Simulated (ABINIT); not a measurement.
## TlH3 (Pm-3m): zone-centre phonons

Aim: the zone-centre modes of TlH3 (Pm-3m).

Main program and level: ABINIT 10.8.3; DFT LDA, scalar-relativistic, plane waves, HGH norm-conserving pseudopotentials.

The structure was built from a prototype and need not be the compound's stable phase.

## 1. The starting structure

Symmetry: Pm-3m, No. 221, cubic system. The conventional cell has a = 4.433 Å, b = 4.433 Å, c = 4.433 Å, α = 90.00°, β = 90.00°, γ = 90.00°. Nearest to Tl lie 6 H at 2.22 Å. Nearest to H lie 2 Tl at 2.22 Å. Farther neighbours are not listed.

## 2. A probe with smearing

A first run with smearing and empty bands tells whether the crystal has a gap, which decides between fixed occupations and smearing later on.

probe.abi

```
# ground state
tolvrs 1.0d-08
prtden 1
prtwf 1

# basis, mesh and filling
ecut 35.0
ixc 7
ngkpt 4 4 4
nshiftk 1
shiftk 0.0 0.0 0.0
istwfk *1
occopt 7
tsmear 0.005
nband 8
nstep 100
diemac 9.0
prtebands 0
prtgsr 0

# cell and atoms
acell 8.376966938 8.376966938 8.376966938
rprim 
    1.0 0.0 0.0
    0.0 1.0 0.0
    0.0 0.0 1.0
ntypat 2
znucl 81 1
natom 4
typat 1 2 2 2
xred 
    0.0 0.0 0.0
    0.5 0.0 0.0
    0.0 0.5 0.0
    0.0 0.0 0.5
pp_dirpath "./pseudo"
pseudos "Tl.hgh, H.hgh"
```

Started as:

```
$ OMP_NUM_THREADS=1 mpirun -n 2 abinit probe.abi > probe.log
```

Numbers of over 12 decimals in the logs are rounded to 6 here.

probe.abo, the main output file:

```text
[banners, grids, parts of the stress and lines that vanish by symmetry left out]
- input  file    -> probe.abi
- output file    -> probe.abo
- root for input  files -> probei
[...]
Symmetries : space group Pm -3 m (#221); Bravais cP (primitive cubic)
[...]
mpw =        5846          nfft =      110592          nkpt =          10
[...]
== DATASET  1 ==================================================================
[...]
cutoff_energies: {ecut:  35.0, pawecutdg:  -1.0, }
[...]
Exchange-correlation functional for the present dataset will be:
  LDA: Perdew-Wang 92 LSD fit to Ceperley-Alder data - ixc=7
[...]
ETOT  1  -3.764643    -3.765E+00 1.012E-02 9.375E+01
 ETOT  2  -3.773851    -9.208E-03 2.796E-06 8.577E+00
 ETOT  3  -3.774216    -3.653E-04 3.730E-05 5.908E-01
 ETOT  4  -3.774241    -2.457E-05 2.728E-06 5.127E-02
 ETOT  5  -3.774242    -9.878E-07 2.898E-07 1.759E-03
 ETOT  6  -3.774242    -1.465E-08 7.513E-09 2.453E-05
 ETOT  7  -3.774242    -9.261E-11 1.385E-10 6.904E-07
 ETOT  8  -3.774242    -1.729E-11 2.064E-11 3.786E-09
 At SCF step    8       vres2   =  3.79E-09 < tolvrs=  1.00E-08 =>converged.
[...]
sigma(1 1)=  3.16497890E-04  sigma(3 2)=  0.00000000E+00
  sigma(2 2)=  3.16497890E-04  sigma(3 1)=  0.00000000E+00
  sigma(3 3)=  3.16497890E-04  sigma(2 1)=  0.00000000E+00
[...]
convergence: {deltae: -1.729E-11, res2:  3.786E-09, residm:  2.064E-11, diffor: null, }
etotal    :  -3.77424180E+00
[...]
sigma(1 1)=  3.16497890E-04  sigma(3 2)=  0.00000000E+00
  sigma(2 2)=  3.16497890E-04  sigma(3 1)=  0.00000000E+00
  sigma(3 3)=  3.16497890E-04  sigma(2 1)=  0.00000000E+00
[...]
- sigma(1 1)=  9.31168941E+00  sigma(3 2)=  0.00000000E+00
- sigma(2 2)=  9.31168941E+00  sigma(3 1)=  0.00000000E+00
- sigma(3 3)=  9.31168941E+00  sigma(2 1)=  0.00000000E+00
[...]
fcart     -0.0000000000E+00 -0.0000000000E+00 -0.0000000000E+00
           strten      3.1649789017E-04  3.1649789017E-04  3.1649789017E-04
================================================================================

[key lines of the parts left out:]
pressure_GPa:  -9.3117E+00
```

The job ended after 8.3 s (2 MPI ranks of Arm Neoverse N1, shared host).

Read from the output:

* volume per atom: 21.78 Å³
* pressure: -9.312 GPa
* gap on the k-mesh: 0 eV

No gap opens on this mesh, so smearing is kept; the printed pressure holds the stress of the finite basis too.

## 3. Rough relaxation

The typed start is rough, so a first relaxation with smearing and loose thresholds takes it towards rest cheaply.

prerelax.abi

```
# relaxation
ionmov 2
optcell 2
dilatmx 1.15
chkdilatmx 0
ntime 40
tolmxf 3.0d-04
tolvrs 1.0d-10
prtwf 0
prtden 0
chksymtnons 0

# basis, mesh and filling
ecut 35.0
ecutsm 3.0
ixc 7
ngkpt 4 4 4
nshiftk 1
shiftk 0.0 0.0 0.0
istwfk *1
occopt 7
tsmear 0.005
nband 8
nstep 100
diemac 1000000.0
prtebands 0
prtgsr 0

# cell and atoms
acell 8.376966938 8.376966938 8.376966938
rprim 
    1.0 0.0 0.0
    0.0 1.0 0.0
    0.0 0.0 1.0
ntypat 2
znucl 81 1
natom 4
typat 1 2 2 2
xred 
    0.0 0.0 0.0
    0.5 0.0 0.0
    0.0 0.5 0.0
    0.0 0.0 0.5
pp_dirpath "./pseudo"
pseudos "Tl.hgh, H.hgh"
```

Started as:

```
$ OMP_NUM_THREADS=1 mpirun -n 2 abinit prerelax.abi > prerelax.log
```

prerelax.abo, the main output file:

```text
[banners, grids, parts of the stress and lines that vanish by symmetry left out]
- input  file    -> prerelax.abi
- output file    -> prerelax.abo
- root for input  files -> prerelaxi
[...]
Symmetries : space group Pm -3 m (#221); Bravais cP (primitive cubic)
[...]
mpw =        8868          nfft =      157464          nkpt =          10
[...]
== DATASET  1 ==================================================================
[...]
cutoff_energies: {ecut:  35.0, pawecutdg:  -1.0, }
[...]
Exchange-correlation functional for the present dataset will be:
  LDA: Perdew-Wang 92 LSD fit to Ceperley-Alder data - ixc=7
[...]
ETOT  1  -3.764655    -3.765E+00 2.048E-02 1.328E+02
 ETOT  2  -3.773257    -8.603E-03 4.152E-05 1.865E+01
 ETOT  3  -3.773821    -5.636E-04 4.974E-05 1.666E+00
 ETOT  4  -3.773860    -3.962E-05 4.921E-06 1.890E-01
 ETOT  5  -3.773863    -2.472E-06 6.236E-07 1.169E-02
[...]
ETOT  7  -3.828851     7.283E-14 2.717E-16 9.875E-13
 At SCF step    7       vres2   =  9.87E-13 < tolvrs=  1.00E-10 =>converged.
[...]
sigma(1 1)= -1.28504659E-07  sigma(3 2)=  0.00000000E+00
  sigma(2 2)= -1.28504659E-07  sigma(3 1)=  0.00000000E+00
  sigma(3 3)= -1.28504659E-07  sigma(2 1)=  0.00000000E+00
[...]
convergence: {deltae:  7.283E-14, res2:  9.875E-13, residm:  2.717E-16, diffor: null, }
etotal    :  -3.82885051E+00
[...]
At Broyd/MD step   9, gradients are converged :
[...]
sigma(1 1)= -1.28504659E-07  sigma(3 2)=  0.00000000E+00
  sigma(2 2)= -1.28504659E-07  sigma(3 1)=  0.00000000E+00
  sigma(3 3)= -1.28504659E-07  sigma(2 1)=  0.00000000E+00
[...]
- sigma(1 1)= -3.78073761E-03  sigma(3 2)=  0.00000000E+00
- sigma(2 2)= -3.78073761E-03  sigma(3 1)=  0.00000000E+00
- sigma(3 3)= -3.78073761E-03  sigma(2 1)=  0.00000000E+00
[...]
fcart     -0.0000000000E+00 -0.0000000000E+00 -0.0000000000E+00
           strten     -1.2850465948E-07 -1.2850465948E-07 -1.2850465948E-07
================================================================================

[key lines of the parts left out:]
pressure_GPa:   3.7807E-03
Total energy (etotal) [Ha]= -3.82885051497858E+00
```

Elapsed: 1.9 min, on 2 MPI ranks; 3.7 min of CPU time.

Relaxation path:

```tsv
step	energy less that of the first step (eV)	largest force (eV/Å)	volume (Å³)
1	0.0000	0.0000	87.11
2	-0.1337	0.0000	84.73
3	7.7512	0.0000	22.55
4	-0.8435	0.0000	71.83
5	-1.2243	0.0000	63.76
6	-1.4062	0.0000	47.34
7	-1.4920	0.0000	53.67
8	-1.4962	0.0000	52.57
9	-1.4963	0.0000	52.44
```

```tsv
cell as run	before	after	change
a (Å)	4.433	3.743	-15.6 %
b (Å)	4.433	3.743	-15.6 %
c (Å)	4.433	3.743	-15.6 %
volume (Å³/atom)	21.78	13.11	-39.8 %
```

The relaxed structure:

```cif
data_structure
_symmetry_space_group_name_H-M 'P 1'
_symmetry_Int_Tables_number 1
_cell_length_a 3.7430
_cell_length_b 3.7430
_cell_length_c 3.7430
_cell_angle_alpha 90.000
_cell_angle_beta 90.000
_cell_angle_gamma 90.000
_cell_volume 52.44
loop_
_atom_site_label
_atom_site_type_symbol
_atom_site_fract_x
_atom_site_fract_y
_atom_site_fract_z
_atom_site_occupancy
Tl1 Tl 0.00000 0.00000 0.00000 1
H2 H 0.50000 0.00000 0.00000 1
H3 H 0.00000 0.50000 0.00000 1
H4 H 0.00000 0.00000 0.50000 1
```

Read from the output:

| Quantity | Value |
| --- | --- |
| volume per atom | 13.11 Å³ |
| pressure | 0.003781 GPa |

The volume changes by -39.8 % in this run and stands -39.8 % from the first cell.

## 4. Rough relaxation

The cell changed much, so the rough relaxation is repeated on a basis made for the new cell.

prerelax.abi: that of step 3 with these lines changed.

```diff
@@ -29,3 +29,3 @@
 # cell and atoms
-acell 8.376966938 8.376966938 8.376966938
+acell 7.073170652 7.073170652 7.073170652
 rprim
```

prerelax.abo, the main output file:

```text
[banners, grids, parts of the stress and lines that vanish by symmetry left out]
- input  file    -> prerelax.abi
- output file    -> prerelax.abo
- root for input  files -> prerelaxi
[...]
Symmetries : space group Pm -3 m (#221); Bravais cP (primitive cubic)
[...]
mpw =        5400          nfft =       91125          nkpt =          10
[...]
== DATASET  1 ==================================================================
[...]
cutoff_energies: {ecut:  35.0, pawecutdg:  -1.0, }
[...]
Exchange-correlation functional for the present dataset will be:
  LDA: Perdew-Wang 92 LSD fit to Ceperley-Alder data - ixc=7
[...]
ETOT  1  -3.818310    -3.818E+00 1.705E-02 8.376E+01
 ETOT  2  -3.828113    -9.803E-03 3.848E-06 1.614E+01
 ETOT  3  -3.828796    -6.836E-04 8.818E-05 1.014E+00
 ETOT  4  -3.828849    -5.226E-05 4.631E-06 8.707E-02
 ETOT  5  -3.828850    -1.766E-06 4.947E-07 2.093E-03
 ETOT  6  -3.828851    -6.100E-08 1.334E-08 1.186E-05
 ETOT  7  -3.828851    -2.146E-10 8.905E-11 3.929E-07
 ETOT  8  -3.828851    -8.269E-12 1.405E-12 9.189E-10
 ETOT  9  -3.828851    -3.006E-13 4.724E-13 1.933E-12
 At SCF step    9       vres2   =  1.93E-12 < tolvrs=  1.00E-10 =>converged.
[...]
sigma(1 1)= -1.28485615E-07  sigma(3 2)=  0.00000000E+00
  sigma(2 2)= -1.28485615E-07  sigma(3 1)=  0.00000000E+00
  sigma(3 3)= -1.28485615E-07  sigma(2 1)=  0.00000000E+00
[...]
convergence: {deltae: -3.006E-13, res2:  1.933E-12, residm:  4.724E-13, diffor: null, }
etotal    :  -3.82885051E+00
[...]
At Broyd/MD step   1, gradients are converged :
[...]
sigma(1 1)= -1.28485615E-07  sigma(3 2)=  0.00000000E+00
  sigma(2 2)= -1.28485615E-07  sigma(3 1)=  0.00000000E+00
  sigma(3 3)= -1.28485615E-07  sigma(2 1)=  0.00000000E+00
[...]
- sigma(1 1)= -3.78017731E-03  sigma(3 2)=  0.00000000E+00
- sigma(2 2)= -3.78017731E-03  sigma(3 1)=  0.00000000E+00
- sigma(3 3)= -3.78017731E-03  sigma(2 1)=  0.00000000E+00
[...]
fcart     -0.0000000000E+00 -0.0000000000E+00 -0.0000000000E+00
           strten     -1.2848561531E-07 -1.2848561531E-07 -1.2848561531E-07
================================================================================

[key lines of the parts left out:]
pressure_GPa:   3.7802E-03
Total energy (etotal) [Ha]= -3.82885051473918E+00
```

It took 9.3 s on 2 MPI ranks.

Little changed from the start: no atom moved by 0.005 Å and no cell edge by 0.1 %.

Read from the output:

* pressure: 0.003780 GPa

The volume changes by +0.0 % in this run and stands -39.8 % from the first cell.

## 5. Relaxation

The harmonic expansion needs vanishing forces, and a free crystal bears no stress, so cell and atoms are brought to rest. Stress is more sensitive to the basis than forces are: the last 3 Ha under the cutoff are smoothed with ecutsm, and the cutoff is raised above that of the later runs.

relax.abi, as its differences from prerelax.abi of step 4:

```diff
@@ -3,7 +3,6 @@
 optcell 2
-dilatmx 1.15
-chkdilatmx 0
+dilatmx 1.08
 ntime 40
-tolmxf 3.0d-04
-tolvrs 1.0d-10
+tolmxf 1.0d-05
+tolvrs 1.0d-14
 prtwf 0
@@ -13,6 +12,6 @@
 # basis, mesh and filling
-ecut 35.0
+ecut 43.0
 ecutsm 3.0
 ixc 7
-ngkpt 4 4 4
+ngkpt 8 8 8
 nshiftk 1
@@ -21,3 +20,3 @@
 occopt 7
-tsmear 0.005
+tsmear 0.01
 nband 8
```

Started as:

```
$ OMP_NUM_THREADS=1 mpirun -n 2 abinit relax.abi > relax.log
```

relax.abo, the main output file:

```text
[banners, grids, parts of the stress and lines that vanish by symmetry left out]
- input  file    -> relax.abi
- output file    -> relax.abo
- root for input  files -> relaxi
[...]
Symmetries : space group Pm -3 m (#221); Bravais cP (primitive cubic)
[...]
mpw =        6031          nfft =      110592          nkpt =          35
[...]
== DATASET  1 ==================================================================
[...]
cutoff_energies: {ecut:  43.0, pawecutdg:  -1.0, }
[...]
Exchange-correlation functional for the present dataset will be:
  LDA: Perdew-Wang 92 LSD fit to Ceperley-Alder data - ixc=7
[...]
ETOT  1  -3.818154    -3.818E+00 2.826E-02 1.007E+02
 ETOT  2  -3.830297    -1.214E-02 7.730E-04 1.749E+01
 ETOT  3  -3.830858    -5.603E-04 1.640E-04 1.168E+00
 ETOT  4  -3.830890    -3.256E-05 1.964E-03 7.799E-02
 ETOT  5  -3.830891    -1.087E-06 2.352E-05 1.821E-03
[...]
At SCF step   11       vres2   =  1.06E-16 < tolvrs=  1.00E-14 =>converged.
[...]
sigma(1 1)=  9.20623381E-06  sigma(3 2)=  0.00000000E+00
  sigma(2 2)=  9.20623381E-06  sigma(3 1)=  0.00000000E+00
  sigma(3 3)=  9.20623381E-06  sigma(2 1)=  0.00000000E+00
[...]
convergence: {deltae: -2.682E-13, res2:  1.065E-16, residm:  1.305E-11, diffor: null, }
etotal    :  -3.83089147E+00
[...]
ETOT  1  -3.830894    -3.831E+00 2.794E-06 1.824E-03
[...]
At SCF step    8       vres2   =  3.09E-16 < tolvrs=  1.00E-14 =>converged.
[...]
sigma(1 1)=  7.86693611E-06  sigma(3 2)=  0.00000000E+00
  sigma(2 2)=  7.86693611E-06  sigma(3 1)=  0.00000000E+00
  sigma(3 3)=  7.86693611E-06  sigma(2 1)=  0.00000000E+00
[...]
convergence: {deltae: -2.673E-13, res2:  3.088E-16, residm:  1.760E-12, diffor: null, }
etotal    :  -3.83089397E+00
[...]
ETOT  1  -3.830896    -3.831E+00 1.207E-05 6.218E-02
[...]
ETOT  8  -3.830901    -3.819E-14 2.317E-11 1.108E-14
 ETOT  9  -3.830901    -1.710E-13 3.770E-13 1.681E-16
 At SCF step    9       vres2   =  1.68E-16 < tolvrs=  1.00E-14 =>converged.
[...]
sigma(1 1)= -6.08989733E-08  sigma(3 2)=  0.00000000E+00
  sigma(2 2)= -6.08989733E-08  sigma(3 1)=  0.00000000E+00
  sigma(3 3)= -6.08989733E-08  sigma(2 1)=  0.00000000E+00
[...]
convergence: {deltae: -1.710E-13, res2:  1.681E-16, residm:  3.770E-13, diffor: null, }
etotal    :  -3.83090066E+00
[...]
At Broyd/MD step   3, gradients are converged :
[...]
sigma(1 1)= -6.08989733E-08  sigma(3 2)=  0.00000000E+00
  sigma(2 2)= -6.08989733E-08  sigma(3 1)=  0.00000000E+00
  sigma(3 3)= -6.08989733E-08  sigma(2 1)=  0.00000000E+00
[...]
- sigma(1 1)= -1.79170965E-03  sigma(3 2)=  0.00000000E+00
- sigma(2 2)= -1.79170965E-03  sigma(3 1)=  0.00000000E+00
- sigma(3 3)= -1.79170965E-03  sigma(2 1)=  0.00000000E+00
[...]
fcart     -0.0000000000E+00 -0.0000000000E+00 -0.0000000000E+00
           strten     -6.0898973269E-08 -6.0898973269E-08 -6.0898973269E-08
================================================================================

[key lines of the parts left out:]
pressure_GPa:   1.7917E-03
Total energy (etotal) [Ha]= -3.83090066397363E+00
```

Elapsed: 82 s, on 2 MPI ranks.

Relaxation path:

```tsv
step	energy less that of the first step (eV)	largest force (eV/Å)	volume (Å³)
1	0.0000	0.0000	52.44
2	-0.0001	0.0000	52.39
3	-0.0003	0.0000	52.14
```

```tsv
conventional cell, symmetrised	before	after	change
a (Å)	3.743	3.736	-0.2 %
b (Å)	3.743	3.736	-0.2 %
c (Å)	3.743	3.736	-0.2 %
volume (Å³/atom)	13.11	13.04	-0.6 %
```

Final coordinates:

```cif
data_structure
_symmetry_space_group_name_H-M 'P 1'
_symmetry_Int_Tables_number 1
_cell_length_a 3.7359
_cell_length_b 3.7359
_cell_length_c 3.7359
_cell_angle_alpha 90.000
_cell_angle_beta 90.000
_cell_angle_gamma 90.000
_cell_volume 52.14
loop_
_atom_site_label
_atom_site_type_symbol
_atom_site_fract_x
_atom_site_fract_y
_atom_site_fract_z
_atom_site_occupancy
Tl1 Tl 0.00000 0.00000 0.00000 1
H2 H 0.50000 0.00000 0.00000 1
H3 H 0.00000 0.50000 0.00000 1
H4 H 0.00000 0.00000 0.50000 1
```

Read from the output:

```yaml
volume_per_atom: 13.04 Å³
pressure: 0.001792 GPa
```

The volume changes by -0.6 % in this run and stands -40.1 % from the first cell.

## 6. Self-consistent run for the response

The response is built on these wavefunctions, so the potential is converged far more tightly than an energy would need. Smearing stays on, as the first look found no gap above 0.3 eV.

gs.abi

```
# ground state
tolvrs 1.0d-16
prtden 1
prtwf 1

# basis, mesh and filling
ecut 35.0
ixc 7
ngkpt 8 8 8
nshiftk 1
shiftk 0.0 0.0 0.0
istwfk *1
occopt 7
tsmear 0.01
nband 8
nstep 100
diemac 1000000.0
prtebands 0
prtgsr 0

# cell and atoms
acell 7.059807334 7.059807334 7.059807334
rprim 
    1.0 0.0 0.0
    0.0 1.0 0.0
    0.0 0.0 1.0
ntypat 2
znucl 81 1
natom 4
typat 1 2 2 2
xred 
    0.0 0.0 0.0
    0.5 0.0 0.0
    0.0 0.5 0.0
    0.0 0.0 0.5
pp_dirpath "./pseudo"
pseudos "Tl.hgh, H.hgh"
```

Started as:

```
$ OMP_NUM_THREADS=1 mpirun -n 2 abinit gs.abi > gs.log
```

gs.abo, the main output file:

```text
[banners, grids, parts of the stress and lines that vanish by symmetry left out]
- input  file    -> gs.abi
- output file    -> gs.abo
- root for input  files -> gsi
[...]
Symmetries : space group Pm -3 m (#221); Bravais cP (primitive cubic)
[...]
mpw =        3514          nfft =       64000          nkpt =          35
[...]
== DATASET  1 ==================================================================
[...]
cutoff_energies: {ecut:  35.0, pawecutdg:  -1.0, }
[...]
Exchange-correlation functional for the present dataset will be:
  LDA: Perdew-Wang 92 LSD fit to Ceperley-Alder data - ixc=7
[...]
ETOT  1  -3.820724    -3.821E+00 2.455E-02 5.803E+01
 ETOT  2  -3.828753    -8.028E-03 2.348E-04 1.003E+01
 ETOT  3  -3.829293    -5.399E-04 1.599E-04 6.072E-01
 ETOT  4  -3.829320    -2.781E-05 2.303E-04 3.755E-02
 ETOT  5  -3.829321    -8.738E-07 3.530E-05 8.066E-04
[...]
ETOT 10  -3.829321    -9.237E-14 1.868E-07 2.493E-15
 ETOT 11  -3.829321    -9.814E-14 2.154E-08 1.324E-17
 At SCF step   11       vres2   =  1.32E-17 < tolvrs=  1.00E-16 =>converged.
[...]
sigma(1 1)=  1.82918115E-05  sigma(3 2)=  0.00000000E+00
  sigma(2 2)=  1.82918115E-05  sigma(3 1)=  0.00000000E+00
  sigma(3 3)=  1.82918115E-05  sigma(2 1)=  0.00000000E+00
[...]
convergence: {deltae: -9.814E-14, res2:  1.324E-17, residm:  2.154E-08, diffor: null, }
etotal    :  -3.82932123E+00
[...]
sigma(1 1)=  1.82918115E-05  sigma(3 2)=  0.00000000E+00
  sigma(2 2)=  1.82918115E-05  sigma(3 1)=  0.00000000E+00
  sigma(3 3)=  1.82918115E-05  sigma(2 1)=  0.00000000E+00
[...]
- sigma(1 1)=  5.38163674E-01  sigma(3 2)=  0.00000000E+00
- sigma(2 2)=  5.38163674E-01  sigma(3 1)=  0.00000000E+00
- sigma(3 3)=  5.38163674E-01  sigma(2 1)=  0.00000000E+00
[...]
fcart     -0.0000000000E+00 -0.0000000000E+00 -0.0000000000E+00
           strten      1.8291811491E-05  1.8291811491E-05  1.8291811491E-05
================================================================================

[key lines of the parts left out:]
pressure_GPa:  -5.3816E-01
```

Elapsed: 22 s, on 2 MPI ranks.

Read from the output:

```yaml
pressure: -0.5382 GPa
```

The cell stands at -0.54 GPa: the relaxation ran with a smoothed and higher cutoff, and the difference is a stress of the finite basis.

[end of part 1 of 4]

[Host names and launcher messages were left out of these logs when they were recorded.]

[Logs are printed without paths, hosts, clocks, repeated set-up lines and the standing remarks that a program may print on its own settings, such as how far it seeks lower states.]

[Hosts, paths, dates, database ids (printed as entryN), source tags and the programs' standing remarks are cut or masked in the printed files.]
